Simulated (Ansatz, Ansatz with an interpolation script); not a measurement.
# Settings in Wannier-interpolated G0W0: Te2Mo (P6_3/mmc), part 2 of 2

Aim: vary the Wannier model and the GW settings for Te2Mo (P6_3/mmc) and see what the interpolated bands lose.

Ansatz 0.2.0; maximally localised Wannier functions, LDA, plane waves, PAW; PAW set soft_1. Known limits of the many-body steps: not at the basis limit; no spin-orbit coupling; coarse k mesh.

So far. Step 3 (Wannier model on 6×6×2): Near the gap the model misses directly solved bands by 13.0 meV r.m.s. and by 137 meV at most in the window tested. This tests the starting bands, not the corrections carried with them. Step 5 (G0W0: 6×6×2 mesh, 624 empty bands, screening to 150 eV …): The G0W0 gap on the mesh is 1.000 eV.

**6. G0W0: 3×3×1 mesh, 624 empty bands, screening to 150 eV, PAW set soft_1 files**

Level of this step: G0W0 on LDA, plane waves, PAW; PAW set soft_1 (Ansatz).

The input, input.yaml:

```yaml
crystal:
  lattice:
    - [3.5182, 0.0, 0.0]
    - [-1.7591, 3.0468505756, 0.0]
    - [0.0, 0.0, 13.9736]
  atoms:
    - { symbol: Te, position: [0.3333333333, 0.6666666667, 0.621] }
    - { symbol: Te, position: [0.6666666667, 0.3333333333, 0.121] }
    - { symbol: Te, position: [0.3333333333, 0.6666666667, 0.879] }
    - { symbol: Te, position: [0.6666666667, 0.3333333333, 0.379] }
    - { symbol: Mo, position: [0.3333333333, 0.6666666667, 0.25] }
    - { symbol: Mo, position: [0.6666666667, 0.3333333333, 0.75] }
kpoints:
  mp_grid: { grid: [3, 3, 1] }
hamiltonian:
  xc: lda
  pseudopotentials: { kind: paw, azcp: { folder: soft_1 }, xc_functional: pbe }
scf:
  occupations: { method: fixed }
gw:
  n_empty_bands: 624
  ecut_chi: 150.0
  qp_bands: [v14, c6]
  screening: { model: contour_deformation }
```

On the command line:

```bash
$ ansatz run input.yaml --threads 3 --pin off --max-ram 92160MiB --backend cuda --events-out ev --progress --plain --runs-dir out --devices 1 --max-vram 13GiB
```

Numbers of over 12 decimals in the logs are rounded to 6 here.

The log of the run:

```text
GPUs: using 1 of 1 available (devices: 1).
[...]
GPU FFT provider: cuFFT
GPU libraries: cuBLAS 13.8.2, cuFFT 12.4.0, cuSOLVER 12.3.4
Crystal: 6 atoms, lattice volume = 149.789 Å³
Basis set: ecut = 420 eV, 2909 PW (Γ)
Bands: 56, of which v1, the nominal top of the filled ones, is band 46 counted from 1 (45 counted from 0)
Symmetry: 24 space group operations
[...]
k-points: 3 of 9
[...]
0    40     11.1381   -17.8889     0.7640   -17.2559  0.6910    11.2684    11.2690  root
[...]
2    49     13.3359   -12.0844    -4.0211   -16.4678  0.7321    13.7030    13.6981  root
     2    50     14.3786   -13.5602    -4.6344   -18.6301  0.7081    14.8246    14.8141  root
     2    51     14.5663   -14.2782    -4.8147   -19.4521  0.6645    14.9327    14.9255  root
     2    52     14.5663   -14.2782    -4.8147   -19.4521  0.6645    14.9327    14.9255  root
[key lines of the parts left out:]
SCF converged after 9 iterations
Free energy (F): -36996.702087 eV
Fermi energy:    12.209667 eV
```

Run time: 15 s. Hardware: 1 × NVIDIA H100 80GB HBM3 (shared by 6 runs) with 3 threads of AMD EPYC 7R13 (Zen 3), shared host; peak memory 1.4 GiB; 9.9 s of CPU time.

The G0W0 gap on the mesh is 1.275 eV.

**7. G0W0: 6×6×2 mesh, 290 empty bands, screening to 90 eV, PAW set soft_1 files**

Edit input.yaml of step 6 so:

```diff
@@ -13,3 +13,3 @@
 kpoints:
-  mp_grid: { grid: [3, 3, 1] }
+  mp_grid: { grid: [6, 6, 2] }
 hamiltonian:
@@ -20,4 +20,4 @@
 gw:
-  n_empty_bands: 624
-  ecut_chi: 150.0
+  n_empty_bands: 290
+  ecut_chi: 90
   qp_bands: [v14, c6]
```

The log of the run:

```text
GPUs: using 1 of 1 available (devices: 1).
[...]
GPU FFT provider: cuFFT
GPU libraries: cuBLAS 13.8.2, cuFFT 12.4.0, cuSOLVER 12.3.4
Crystal: 6 atoms, lattice volume = 149.789 Å³
Basis set: ecut = 420 eV, 2909 PW (Γ)
Bands: 56, of which v1, the nominal top of the filled ones, is band 46 counted from 1 (45 counted from 0)
Symmetry: 24 space group operations
[...]
k-points: 14 of 72
[...]
0    40     11.0896   -18.0538     1.0576   -17.3117  0.7054    11.4020    11.4051  root
[...]
13    49     13.7601   -12.8901    -3.9255   -17.4040  0.7398    14.3581    14.3485  root
    13    50     13.7601   -12.8901    -3.9255   -17.4040  0.7398    14.3581    14.3485  root
    13    51     14.5111   -14.5902    -4.7755   -19.9252  0.6699    15.0856    15.0706  root
    13    52     14.5111   -14.5902    -4.7755   -19.9252  0.6699    15.0856    15.0706  root
[key lines of the parts left out:]
SCF converged after 9 iterations
Free energy (F): -36996.561094 eV
Fermi energy:    12.144025 eV
```

Elapsed: 39 s, on 1 × NVIDIA H100 80GB HBM3 (shared by 6 runs) with 3 threads; peak memory 1.5 GiB.

The G0W0 gap on the mesh is 0.967 eV.

**8. G0W0: 6×6×2 mesh, 624 empty bands, screening to 150 eV, plasmon pole, PAW set soft_1 files**

Edit input.yaml of step 7 so:

```diff
@@ -20,5 +20,5 @@
 gw:
-  n_empty_bands: 290
-  ecut_chi: 90
+  n_empty_bands: 624
+  ecut_chi: 150.0
   qp_bands: [v14, c6]
-  screening: { model: contour_deformation }
+  screening: { model: godby_needs }
```

The log of the run:

```text
GPUs: using 1 of 1 available (devices: 1).
[...]
GPU FFT provider: cuFFT
GPU libraries: cuBLAS 13.8.2, cuFFT 12.4.0, cuSOLVER 12.3.4
Crystal: 6 atoms, lattice volume = 149.789 Å³
Basis set: ecut = 420 eV, 2909 PW (Γ)
Bands: 56, of which v1, the nominal top of the filled ones, is band 46 counted from 1 (45 counted from 0)
Symmetry: 24 space group operations
[...]
k-points: 14 of 72
[...]
0    40     11.0896   -18.0538     0.8244   -17.3117  0.7743    11.1718    11.1719  root
[...]
13    49     13.7601   -12.8901    -4.0710   -17.4040  0.7872    14.2039    14.2030  root
    13    50     13.7601   -12.8901    -4.0710   -17.4040  0.7872    14.2039    14.2030  root
    13    51     14.5111   -14.5902    -4.7970   -19.9252  0.7700    15.0503    15.0491  root
    13    52     14.5111   -14.5902    -4.7970   -19.9252  0.7700    15.0503    15.0491  root
[key lines of the parts left out:]
SCF converged after 9 iterations
Free energy (F): -36996.561094 eV
Fermi energy:    12.144025 eV
```

It took 4.7 min on 1 × NVIDIA H100 80GB HBM3 (shared by 6 runs) with 3 threads; peak memory 6.2 GiB; 11 min of CPU time.

The G0W0 gap on the mesh is 1.027 eV.

**9. Interpolated results**

Times are wall times on 1 × NVIDIA H100 80GB HBM3 (shared by 6 runs) with 3 threads of AMD EPYC 7R13 (Zen 3), shared host, good to a factor of about two.

| GW mesh | empty bands | cutoff (eV) | frequency | gap on mesh (eV) | gap over zone (eV) | direct gap (eV) | valence width (eV) | GW time |
| --- | --- | --- | --- | --- | --- | --- | --- | --- |
| 6×6×2 | 624 | 150 | contour deformation | 1.000 | 0.908 | 1.289 | 6.236 | 96 s |
| 3×3×1 | 624 | 150 | contour deformation | 1.275 | 0.902 | 1.320 | 6.251 | 15 s |
| 6×6×2 | 290 | 90 | contour deformation | 0.967 | 0.873 | 1.286 | 6.324 | 39 s |
| 6×6×2 | 624 | 150 | plasmon pole | 1.027 | 0.931 | 1.381 | 6.463 | 4.7 min |

**10. Summary of results**

| Item | Value |
| --- | --- |
| 6×6×2 mesh, 624 empty bands, screening to 150 eV, PAW set soft_1 files | 0.91 eV |
| 3×3×1 mesh, 624 empty bands, screening to 150 eV, PAW set soft_1 files | 0.90 eV |
| 6×6×2 mesh, 290 empty bands, screening to 90 eV, PAW set soft_1 files | 0.87 eV |
| 6×6×2 mesh, 624 empty bands, screening to 150 eV, plasmon pole, PAW set soft_1 files | 0.93 eV |

**Reading.** The largest change, −0.04 eV in the gap over the zone, comes with 6×6×2 mesh, 290 empty bands, screening to 90 eV, PAW set soft_1 files. The first run is a reference, not a converged one, and where a row moves several settings no single cause can be named. Rows on another GW mesh add that mesh's corrections to the bands of the one model. Coarser Wannier mesh (6×6×2): the miss near the gap goes from 1 (the model on 12×12×4) to 13 meV and the total spread from 56.0 to 51.1 Å². Nothing frozen (6×6×2): the miss near the gap goes from 13 (the model on 6×6×2) to 33 meV and the total spread from 51.1 to 49.4 Å². With 3×3×1 mesh, 624 empty bands, screening to 150 eV, PAW set soft_1 files the gap over the zone moves by −0.01 eV and that on the mesh by +0.28 eV. With 6×6×2 mesh, 290 empty bands, screening to 90 eV, PAW set soft_1 files the gap over the zone moves by −0.04 eV and that on the mesh by −0.03 eV. With 6×6×2 mesh, 624 empty bands, screening to 150 eV, plasmon pole, PAW set soft_1 files the gap over the zone moves by +0.02 eV and that on the mesh by +0.03 eV. Gaps over the zone and on the mesh differ where an edge lies off the mesh, or where a GW run starts from another density: the starting gap over the zone is 0.683 eV, on the GW meshes it is 0.796 eV and 0.987 eV. The 6×6×2 mesh is coarse for this cell (its supercell is 21 Å along the shortest edge). The RPA ε∞ on it, from the LDA start, is 11.00 and 19.87; such meshes misread the long-range screening, most where the gap is narrow. The many-body steps are scalar-relativistic: spin-orbit coupling is not in them.

[Paths, hosts, dates, memory and timing lines, banners, echoed tables and standing remarks are left out of the program output.]

[Logs are printed without paths, hosts, clocks, repeated set-up lines and the standing remarks that a program may print on its own settings, such as how far it seeks lower states.]

[Runs of the session that timed out or met a known fault of the program may be left out.]

[Hosts, paths, dates, database ids (printed as entryN), source tags and the programs' standing remarks are cut or masked in the printed files.]
